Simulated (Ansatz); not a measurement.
## Ca on W(110): change of the work function

Aim: the work function of W(110) at several coverages of Ca (hollow site), and the dipole that each adsorbate carries.

Calculated with Ansatz 0.2.0; plane-wave DFT, PBE, Ansatz PAW.

This is a report of a sequence of runs, with most program output left out.

**1. Starting point**

The cell holds 4 atoms: 4 W. Cell: a = 2.737 Å, b = 2.737 Å, c = 24.703 Å, α = 90.0°, β = 90.0°, γ = 70.5°. Vacuum lies along c.

**2. The clean slab**

The bare slab comes first, as the zero from which every change is counted. The two lowest layers are held at bulk places and the upper ones relax. The dipole correction removes the false field that a one-sided slab makes across the periodic vacuum, so each face gets a flat vacuum level of its own.

Input file input.yaml:

```yaml
crystal:
  lattice:
    - [2.2344574285, -1.58, 0.0]
    - [2.2344574285, 1.58, 0.0]
    - [0.0, 0.0, 24.7033722856]
  atoms:
    - { symbol: W, position: [0.0, 0.0, 0.3643227287] }
    - { symbol: W, position: [0.5, 0.5, 0.4547742429] }
    - { symbol: W, position: [0.0, 0.0, 0.5452257571] }
    - { symbol: W, position: [0.5, 0.5, 0.6356772713] }
kpoints:
  mp_grid: { grid: [12, 12, 1] }
hamiltonian:
  xc: pbe
scf:
  occupations: { method: fermi_dirac, width: 0.1 }
  convergence: { dr2_threshold: 1.0e-08 }
efield:
  axis: 3
  dipole_correction: true
  ramp_position: 0.97
  ramp_width: 0.06
relax:
  f_tol: 0.02
  max_steps: 60
  constraints: [{ sites: [0, 1] }]
output:
  write_potential: true
  write_density: true
  volumetric_format: npy
```

Launch:

```bash
$ ansatz run input.yaml --threads 4 --pin off --max-ram 16384MiB --backend cpu --events-out ev --progress --plain --runs-dir out
```

Run time: 27 s. Hardware: 4 threads of Intel Xeon Platinum 8175M at 2.50GHz (Skylake/Cascade Lake), shared host; peak memory 0.66 GiB; 94 s of CPU time.

The steps of the relaxation:

| step | energy less that of the first step (eV) | largest force component (eV/Å) |
| --- | --- | --- |
| 1 | 0.0000 | 0.6535 |
| 2 | 0.0440 | 1.3654 |
| 3 | -0.0126 | 0.0900 |
| 4 | -0.0130 | 0.0113 |

Relaxation step 2 was tried and not accepted.

The run keeps the 4 symmetry operations that it works with, so distortions that break them were not tested.

The atoms that moved most (Å):

| atom | dx | dy | dz | length |
| --- | --- | --- | --- | --- |
| W3 | 0.000 | 0.000 | 0.038 | 0.038 |

The relaxed structure:

```cif
data_structure
_symmetry_space_group_name_H-M 'P 1'
_symmetry_Int_Tables_number 1
_cell_length_a 2.7366
_cell_length_b 2.7366
_cell_length_c 24.7034
_cell_angle_alpha 90.000
_cell_angle_beta 90.000
_cell_angle_gamma 70.529
_cell_volume 174.43
loop_
_atom_site_label
_atom_site_type_symbol
_atom_site_fract_x
_atom_site_fract_y
_atom_site_fract_z
_atom_site_occupancy
W1 W 0.00000 0.00000 0.36432 1
W2 W 0.50000 0.50000 0.45477 1
W3 W 0.00000 0.00000 0.54676 1
W4 W 0.50000 0.50000 0.63550 1
```

Numbers from this step:

* energy at zero smearing: -41536.4168 eV
* work function, upper face: 4.845 eV
* work function, lower face: 4.899 eV
* dipole along the normal: 0.002118 e·Å
* step between the vacuum levels: -0.05428 eV

Running mean over 2.234 Å of the planar mean; the ramp of the sawtooth is left out. The electron's electrostatic potential energy less the Fermi level by z:

| z (Å) | electron's electrostatic potential energy less the Fermi level (eV) |
| --- | --- |
| 3.5 | 4.90 |
| 4.0 | 4.90 |
| 4.5 | 4.90 |
| 5.0 | 4.89 |
| 5.5 | 4.86 |
| 6.0 | 4.75 |
| 6.5 | 4.41 |
| 7.0 | 3.30 |
| 7.5 | -0.135 |
| 8.0 | -5.75 |
| 8.5 | -10.5 |
| 9.0 | -12.2 |
| 9.5 | -12.5 |
| 10.0 | -12.6 |
| 10.5 | -12.7 |
| 11.0 | -12.7 |
| 11.5 | -12.7 |
| 12.0 | -12.5 |
| 12.5 | -12.4 |
| 13.0 | -12.6 |
| 13.5 | -12.8 |
| 14.0 | -13.0 |
| 14.5 | -13.1 |
| 15.0 | -12.9 |
| 15.5 | -12.5 |
| 16.0 | -11.5 |
| 16.5 | -7.95 |
| 17.0 | -2.27 |
| 17.5 | 2.24 |
| 18.0 | 4.06 |
| 18.5 | 4.61 |
| 19.0 | 4.78 |
| 19.5 | 4.82 |
| 20.0 | 4.84 |
| 20.5 | 4.84 |
| 21.0 | 4.84 |
| 21.5 | 4.84 |

The relaxation took 4 steps and lowered the energy by 0.013 eV; the largest force on the free atoms ends at 0.011 eV/Å.

The work function of the upper face is 4.84 eV.

**3. The covered slab, k-mesh 4×4×1, coverage 0.111 ML**

System of this step: CaW36 (Ca/W(110)). The cell holds 37 atoms: 36 W and 1 Ca. Cell: a = 8.210 Å, b = 8.210 Å, c = 27.831 Å, α = 90.0°, β = 90.0°, γ = 70.5°. Vacuum lies along c.

The clean slab as it ended is repeated in the plane and the adsorbate is set on one face; the cell's size fixes the coverage, and the k-mesh shrinks with it to keep the sampling density about even. Adsorbate and upper layers relax, since the dipole depends on the height.

Input file input.yaml:

```yaml
crystal:
  lattice:
    - [6.7033722855, -4.74, 0.0]
    - [6.7033722855, 4.74, 0.0]
    - [0.0, 0.0, 27.8312890161]
  atoms:
    - { symbol: W, position: [0.0, 0.0, 0.323377045] }
    - { symbol: W, position: [0.1666666667, 0.1666666667, 0.4036628495] }
    - { symbol: W, position: [0.0, 0.0, 0.485309634] }
    - { symbol: W, position: [0.1666666667, 0.1666666667, 0.5640759779] }
    - { symbol: W, position: [0.0, 0.3333333333, 0.323377045] }
    - { symbol: W, position: [0.1666666667, 0.5, 0.4036628495] }
    - { symbol: W, position: [0.0, 0.3333333333, 0.485309634] }
    - { symbol: W, position: [0.1666666667, 0.5, 0.5640759779] }
[... 25 atom lines left out ...]
    - { symbol: W, position: [0.8333333333, 0.8333333333, 0.4036628495] }
    - { symbol: W, position: [0.6666666667, 0.6666666667, 0.485309634] }
    - { symbol: W, position: [0.8333333333, 0.8333333333, 0.5640759779] }
    - { symbol: Ca, position: [0.28, 0.28, 0.676622955] }
kpoints:
  mp_grid: { grid: [4, 4, 1] }
hamiltonian:
  xc: pbe
scf:
  occupations: { method: fermi_dirac, width: 0.1 }
  convergence: { dr2_threshold: 1.0e-08 }
efield:
  axis: 3
  dipole_correction: true
  ramp_position: 0.97
  ramp_width: 0.06
relax:
  f_tol: 0.02
  max_steps: 60
  constraints:
    - { sites: [0, 1, 4, 5, 8, 9, 12, 13, 16, 17, 20, 21, 24, 25, 28, 29, 32, 33] }
output:
  write_potential: true
  write_density: true
  volumetric_format: npy
```

It took 16 min on 4 threads; peak memory 10 GiB.

Relaxation path:

| step | energy less that of the first step (eV) | largest force component (eV/Å) |
| --- | --- | --- |
| 1 | 0.0000 | 1.6022 |
| 2 | -0.3158 | 1.3567 |
| 3 | -0.5392 | 0.6779 |
| 4 | -0.6159 | 0.1978 |
| 5 | -0.6551 | 0.1925 |
| 6 | -0.6792 | 0.2677 |
| 7 | -0.6850 | 0.2377 |
| 8 | -0.6958 | 0.0148 |

The run keeps the 2 symmetry operations that it works with, so distortions that break them were not tested.

The atoms that moved most (Å):

| atom | dx | dy | dz | length |
| --- | --- | --- | --- | --- |
| Ca37 | 0.709 | 0.000 | -0.596 | 0.926 |
| W20 | -0.013 | 0.000 | 0.027 | 0.030 |
| W8 | 0.000 | 0.025 | -0.016 | 0.030 |
| W16 | 0.000 | -0.025 | -0.016 | 0.030 |
| W4 | 0.012 | 0.000 | 0.026 | 0.029 |
| W28 | 0.007 | 0.001 | 0.018 | 0.019 |
| W12 | 0.007 | -0.001 | 0.018 | 0.019 |
| W24 | -0.008 | 0.002 | 0.017 | 0.019 |

Final coordinates:

```cif
data_structure
_symmetry_space_group_name_H-M 'P 1'
_symmetry_Int_Tables_number 1
_cell_length_a 8.2099
_cell_length_b 8.2099
_cell_length_c 27.8313
_cell_angle_alpha 90.000
_cell_angle_beta 90.000
_cell_angle_gamma 70.529
_cell_volume 1768.62
loop_
_atom_site_label
_atom_site_type_symbol
_atom_site_fract_x
_atom_site_fract_y
_atom_site_fract_z
_atom_site_occupancy
W1 W 0.00000 0.00000 0.32338 1
W2 W 0.16667 0.16667 0.40366 1
W3 W 0.00030 0.00030 0.48542 1
W4 W 0.16755 0.16755 0.56503 1
W5 W 0.00000 0.33333 0.32338 1
W6 W 0.16667 0.50000 0.40366 1
W7 W 0.99918 0.33336 0.48511 1
W8 W 0.16405 0.50264 0.56350 1
W9 W 0.00000 0.66667 0.32338 1
W10 W 0.16667 0.83333 0.40366 1
W11 W 0.99953 0.66708 0.48500 1
W12 W 0.16732 0.83373 0.56471 1
W13 W 0.33333 0.00000 0.32338 1
W14 W 0.50000 0.16667 0.40366 1
W15 W 0.33336 0.99918 0.48511 1
W16 W 0.50264 0.16405 0.56350 1
W17 W 0.33333 0.33333 0.32338 1
W18 W 0.50000 0.50000 0.40366 1
W19 W 0.33332 0.33332 0.48475 1
W20 W 0.49904 0.49904 0.56506 1
W21 W 0.33333 0.66667 0.32338 1
W22 W 0.50000 0.83333 0.40366 1
W23 W 0.33326 0.66738 0.48511 1
W24 W 0.49925 0.83291 0.56469 1
W25 W 0.66667 0.00000 0.32338 1
W26 W 0.83333 0.16667 0.40366 1
W27 W 0.66708 0.99953 0.48500 1
W28 W 0.83373 0.16732 0.56471 1
W29 W 0.66667 0.33333 0.32338 1
W30 W 0.83333 0.50000 0.40366 1
W31 W 0.66738 0.33326 0.48511 1
W32 W 0.83291 0.49925 0.56469 1
W33 W 0.66667 0.66667 0.32338 1
W34 W 0.83333 0.83333 0.40366 1
W35 W 0.66630 0.66630 0.48542 1
W36 W 0.83334 0.83334 0.56408 1
Ca37 Ca 0.33285 0.33285 0.65522 1
```

This step gave:

| Item | Value |
| --- | --- |
| energy at zero smearing | -375645.7922 eV |
| work function, upper face | 2.569 eV |
| work function, lower face | 4.889 eV |
| dipole along the normal | 0.8146 e·Å |
| step between the vacuum levels | -2.319 eV |

Running mean over 2.234 Å of the planar mean; the ramp of the sawtooth is left out. Table of electron's electrostatic potential energy less the Fermi level by z:

| z (Å) | electron's electrostatic potential energy less the Fermi level (eV) |
| --- | --- |
| 3.5 | 4.89 |
| 4.0 | 4.89 |
| 4.5 | 4.89 |
| 5.0 | 4.88 |
| 5.5 | 4.85 |
| 6.0 | 4.74 |
| 6.5 | 4.40 |
| 7.0 | 3.27 |
| 7.5 | -0.138 |
| 8.0 | -5.75 |
| 8.5 | -10.5 |
| 9.0 | -12.2 |
| 9.5 | -12.5 |
| 10.0 | -12.6 |
| 10.5 | -12.7 |
| 11.0 | -12.7 |
| 11.5 | -12.7 |
| 12.0 | -12.5 |
| 12.5 | -12.4 |
| 13.0 | -12.6 |
| 13.5 | -12.7 |
| 14.0 | -12.8 |
| 14.5 | -12.9 |
| 15.0 | -12.7 |
| 15.5 | -12.4 |
| 16.0 | -11.5 |
| 16.5 | -8.26 |
| 17.0 | -3.20 |
| 17.5 | 0.554 |
| 18.0 | 1.73 |
| 18.5 | 1.82 |
| 19.0 | 1.86 |
| 19.5 | 2.14 |
| 20.0 | 2.41 |
| 20.5 | 2.51 |
| 21.0 | 2.55 |
| 21.5 | 2.56 |
| 22.0 | 2.57 |
| 22.5 | 2.57 |
| 23.0 | 2.57 |
| 23.5 | 2.57 |
| 24.0 | 2.57 |
| 24.5 | 2.57 |

The relaxation took 8 steps and lowered the energy by 0.70 eV; the largest force on the free atoms ends at 0.015 eV/Å.

The covered face has 2.57 eV, -2.28 eV against the clean one; the bare back face has moved by -0.01 eV, a measure of how thin the slab is.

**4. Adsorbate added, k-mesh 6×6×1, coverage 0.25 ML**

System of this step: CaW16 (Ca/W(110)). The cell holds 17 atoms: 16 W and 1 Ca. Cell: a = 5.473 Å, b = 5.473 Å, c = 27.831 Å, α = 90.0°, β = 90.0°, γ = 70.5°. Vacuum lies along c.

Another coverage, to see how the dipoles act on each other as their distance changes.

Input file input.yaml:

```yaml
crystal:
  lattice:
    - [4.468914857, -3.16, 0.0]
    - [4.468914857, 3.16, 0.0]
    - [0.0, 0.0, 27.8312890161]
  atoms:
    - { symbol: W, position: [0.0, 0.0, 0.323377045] }
    - { symbol: W, position: [0.25, 0.25, 0.4036628495] }
    - { symbol: W, position: [0.0, 0.0, 0.485309634] }
    - { symbol: W, position: [0.25, 0.25, 0.5640759779] }
    - { symbol: W, position: [0.0, 0.5, 0.323377045] }
    - { symbol: W, position: [0.25, 0.75, 0.4036628495] }
    - { symbol: W, position: [0.0, 0.5, 0.485309634] }
    - { symbol: W, position: [0.25, 0.75, 0.5640759779] }
    - { symbol: W, position: [0.5, 0.0, 0.323377045] }
    - { symbol: W, position: [0.75, 0.25, 0.4036628495] }
    - { symbol: W, position: [0.5, 0.0, 0.485309634] }
    - { symbol: W, position: [0.75, 0.25, 0.5640759779] }
    - { symbol: W, position: [0.5, 0.5, 0.323377045] }
    - { symbol: W, position: [0.75, 0.75, 0.4036628495] }
    - { symbol: W, position: [0.5, 0.5, 0.485309634] }
    - { symbol: W, position: [0.75, 0.75, 0.5640759779] }
    - { symbol: Ca, position: [0.42, 0.42, 0.676622955] }
kpoints:
  mp_grid: { grid: [6, 6, 1] }
hamiltonian:
  xc: pbe
scf:
  occupations: { method: fermi_dirac, width: 0.1 }
  convergence: { dr2_threshold: 1.0e-08 }
efield:
  axis: 3
  dipole_correction: true
  ramp_position: 0.97
  ramp_width: 0.06
relax:
  f_tol: 0.02
  max_steps: 60
  constraints: [{ sites: [0, 1, 4, 5, 8, 9, 12, 13] }]
output:
  dos: { projected: true, e_range: [-8, 4] }
  write_potential: true
  write_density: true
  volumetric_format: npy
  elf: true
```

Elapsed: 5.2 min, on 4 threads; peak memory 3.2 GiB; 20 min of CPU time.

Relaxation path:

| step | energy less that of the first step (eV) | largest force component (eV/Å) |
| --- | --- | --- |
| 1 | 0.0000 | 1.3014 |
| 2 | -0.2427 | 1.1186 |
| 3 | -0.4368 | 0.5303 |
| 4 | -0.4966 | 0.1939 |
| 5 | -0.5329 | 0.1483 |
| 6 | -0.5590 | 0.0811 |
| 7 | -0.5688 | 0.0189 |
| 8 | -0.5693 | 0.0184 |

Forces are held to the 2 operations that the run works with; a distortion that breaks them can't arise in this run.

The atoms that moved most (Å):

| atom | dx | dy | dz | length |
| --- | --- | --- | --- | --- |
| Ca17 | 0.722 | 0.000 | -0.586 | 0.930 |
| W4 | 0.033 | 0.000 | 0.045 | 0.056 |
| W16 | -0.028 | 0.000 | 0.045 | 0.053 |
| W8 | 0.002 | 0.032 | -0.010 | 0.033 |
| W12 | 0.002 | -0.032 | -0.010 | 0.033 |
| W3 | 0.001 | 0.000 | -0.013 | 0.013 |
| W7 | 0.001 | 0.000 | -0.008 | 0.008 |
| W11 | 0.001 | 0.000 | -0.008 | 0.008 |

Final coordinates:

```xyz
17
Lattice="4.4689 -3.1600 0.0000 4.4689 3.1600 0.0000 0.0000 0.0000 27.8313" Properties=species:S:1:pos:R:3
W     0.0000    0.0000    9.0000
W     2.2345    0.0000   11.2345
W     0.0011    0.0000   13.4937
W     2.2676    0.0000   15.7442
W     2.2345    1.5800    9.0000
W     4.4689    1.5800   11.2345
W     2.2359    1.5795   13.4991
W     4.4714    1.6115   15.6886
W     2.2345   -1.5800    9.0000
W     4.4689   -1.5800   11.2345
W     2.2359   -1.5795   13.4991
W     4.4714   -1.6115   15.6886
W     4.4689    0.0000    9.0000
W     6.7034    0.0000   11.2345
W     4.4707    0.0000   13.5001
W     6.6754    0.0000   15.7439
Ca    4.4758    0.0000   18.2450
```

This step gave:

```yaml
energy_at_zero_smearing: -167963.4891 eV
work_function_upper_face: 2.045 eV
work_function_lower_face: 4.897 eV
dipole_along_the_normal: 0.4451 e·Å
step_between_the_vacuum_levels: -2.852 eV
```

Running mean over 2.234 Å of the planar mean; the ramp of the sawtooth is left out. The electron's electrostatic potential energy less the Fermi level by z:

| z (Å) | electron's electrostatic potential energy less the Fermi level (eV) |
| --- | --- |
| 3.5 | 4.90 |
| 4.0 | 4.90 |
| 4.5 | 4.89 |
| 5.0 | 4.88 |
| 5.5 | 4.85 |
| 6.0 | 4.75 |
| 6.5 | 4.41 |
| 7.0 | 3.27 |
| 7.5 | -0.134 |
| 8.0 | -5.75 |
| 8.5 | -10.5 |
| 9.0 | -12.2 |
| 9.5 | -12.5 |
| 10.0 | -12.5 |
| 10.5 | -12.6 |
| 11.0 | -12.7 |
| 11.5 | -12.7 |
| 12.0 | -12.5 |
| 12.5 | -12.4 |
| 13.0 | -12.6 |
| 13.5 | -12.7 |
| 14.0 | -12.7 |
| 14.5 | -12.7 |
| 15.0 | -12.6 |
| 15.5 | -12.3 |
| 16.0 | -11.6 |
| 16.5 | -8.60 |
| 17.0 | -4.20 |
| 17.5 | -1.24 |
| 18.0 | -0.602 |
| 18.5 | -0.719 |
| 19.0 | -0.470 |
| 19.5 | 0.435 |
| 20.0 | 1.28 |
| 20.5 | 1.68 |
| 21.0 | 1.87 |
| 21.5 | 1.96 |
| 22.0 | 2.00 |
| 22.5 | 2.03 |
| 23.0 | 2.04 |
| 23.5 | 2.04 |
| 24.0 | 2.04 |
| 24.5 | 2.04 |

(Part 1 of 2 ends here.)

[Logs are printed without paths, hosts, clocks, repeated set-up lines and the standing remarks that a program may print on its own settings, such as how far it seeks lower states.]

[Hosts, paths, dates, database ids (printed as entryN), source tags and the programs' standing remarks are cut or masked in the printed files.]

[Maps of the electrostatic potential energy from Ansatz leave out the sawtooth potential of an applied field or a dipole correction, so their vacuum need not be flat; planar profiles and work functions include it.]
